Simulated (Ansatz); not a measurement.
# Tl (P6_3/mmc): a Bloch–Grüneisen fit of the computed resistivity

Can the computed ρ(T) of Tl (P6_3/mmc) be held by the Bloch–Grüneisen form, and does the fit predict a row it has not seen?

The resistivities were computed with Ansatz 0.2.0 (DFT PBE, scalar-relativistic, plane waves, PAW; PAW set soft_1) from the linearised Boltzmann equation with harmonic phonons, on q 6×6×3, k 18×18×9, scattering 36×36×20; the fit below is done by hand on them.

**What experiment says.**

“CRC Handbook of Chemistry and Physics, 84th edition, Electrical Resistivity of Pure Metals” (2003, CRC Press, section 12, read from Wikipedia's data page) quotes from earlier work for Tl (bulk crystal): resistivity at 273 K 15 μΩ cm.

**1. The data**

The structure is hexagonal, space group P6_3/mmc (No. 194). The conventional cell has a = 3.571 Å, b = 3.571 Å, c = 5.671 Å, α = 90.00°, β = 90.00°, γ = 120.00°. Around Tl on site c lie 12 Tl at 3.51 to 3.57 Å.

This is the relaxed cell of the run, from steps not shown here.

The mean resistivity of the three axes from 50 to 500 K, with one row held back; rows over the melting point are left out; the colder rows stay outside the fit and test it at the end:

```tsv
T (K)	ρ (μΩ cm)
50	3.236
80	5.493
100	6.96
150	10.58
200	14.17
273	19.41
300	21.35
400	?
500	35.79
```

No spin–orbit coupling, which matters for Tl. Rows over the melting point describe no crystal.

**2. The fit**

Bloch and Grüneisen's form is ρ(T) = A (T/Θ)⁵ J₅(Θ/T), with J₅(z) the integral of x⁵/((eˣ − 1)(1 − e⁻ˣ)) from 0 to z. It goes as T⁵ far below Θ and as A T/(4Θ) far above. For a trial Θ the best A is the geometric mean of ρ/[(T/Θ)⁵ J₅] over the rows, and the scatter of that ratio measures the fit:

```tsv
Θ (K)	A (μΩ cm)	scatter (%)
40	11.25	2.0
54	15.29	1.1
62	17.64	0.5
68	19.43	0.2
74	21.24	0.7
84	24.30	1.7
102	30.01	3.9
```

The scatter is least at Θ = 68 K, with A = 19.43 μΩ cm (0.2 % r.m.s.).

```tsv
T (K)	computed	fit
50	3.236	3.229
80	5.493	5.491
100	6.96	6.963
150	10.58	10.59
200	14.17	14.19
273	19.41	19.43
300	21.35	21.37
500	35.79	35.68
```

**3. The row held back**

At T = 400 K, Θ/T = 0.170, J₅ = 2.08e-4 and (T/Θ)⁵ = 7043, so the fit gives 28.53 μΩ cm. The computed value is 28.54 μΩ cm: the fit is off by -0.05 %. Outside its range, at 20 K, it gives 0.800 against 0.830 μΩ cm computed, 0.96 times that; at that temperature the run's own test moves by 4 % between meshes in the component that moves most. Among the rows used, the largest miss is -0.3 %, at 500 K.

**4. Reading Θ and A**

Θ = 68 K is 1.54 times ħω_log/k_B (44 K) and 0.61 of the highest phonon frequency (112 K). The high-temperature slope of the fit, A/(4Θ), is 0.0714 μΩ cm/K. The same slope from the run's transport coupling and plasma energy, 2π k_B λ_tr/(ħ ε₀ ω_p²) with λ_tr = 0.894, 0.894, 0.903 (xx, yy, zz) and ħω_p = 6.71, 6.71, 8.05 (xx, yy, zz) eV, is 0.0719 μΩ cm/K in the mean of the axes, +0.7 % from it. For comparison, the computed rows rise by 0.0725 μΩ cm/K between the two hottest.

**5. What came out**

```json
{
 "Θ": "68 K",
 "A": "19.43 μΩ cm",
 "scatter of the fit": "0.2 %",
 "held-back row at 400 K, fit against computed": "28.53 against 28.54 μΩ cm"
}
```

What this shows: Two numbers, Θ = 68 K and A = 19.4 μΩ cm, hold the computed ρ(T) from 50 to 500 K within 0.17 % r.m.s. and predict the held-back row within 0.05 %. By the run's own test the resistivity at 300 K moves by 4 % between its two finest scattering meshes, in the component that moves most. The mean hides an anisotropy: at 300 K the components are 23.7, 23.7, 16.7 (xx, yy, zz) μΩ cm. Spin–orbit coupling is left out. The relaxed volume lies +9.6 % from the database entry, whose temperature is not recorded here; volume shifts the phonons and ρ. The fit describes the calculation: impurities, thermal expansion, changes of phase and anharmonicity are in neither.

Computed beside measured:

```
                                                                                                              quantity  measured  q 6×6×3, fine 36×36×20
resistivity at 273 K (computed: phonon part alone; the measured value holds the sample's residual resistivity) (μΩ cm)        15         19.41 (+29.4 %)
```

Measured values from CRC Press, section 12, read from Wikipedia's data page (2003).

How well it matches: The resistivity at 273 K is off by +29.4 %: a clear miss.

[Logs are printed without paths, hosts, clocks, repeated set-up lines and the standing remarks that a program may print on its own settings, such as how far it seeks lower states.]

[Hosts, paths, dates, database ids (printed as entryN), source tags and the programs' standing remarks are cut or masked in the printed files.]
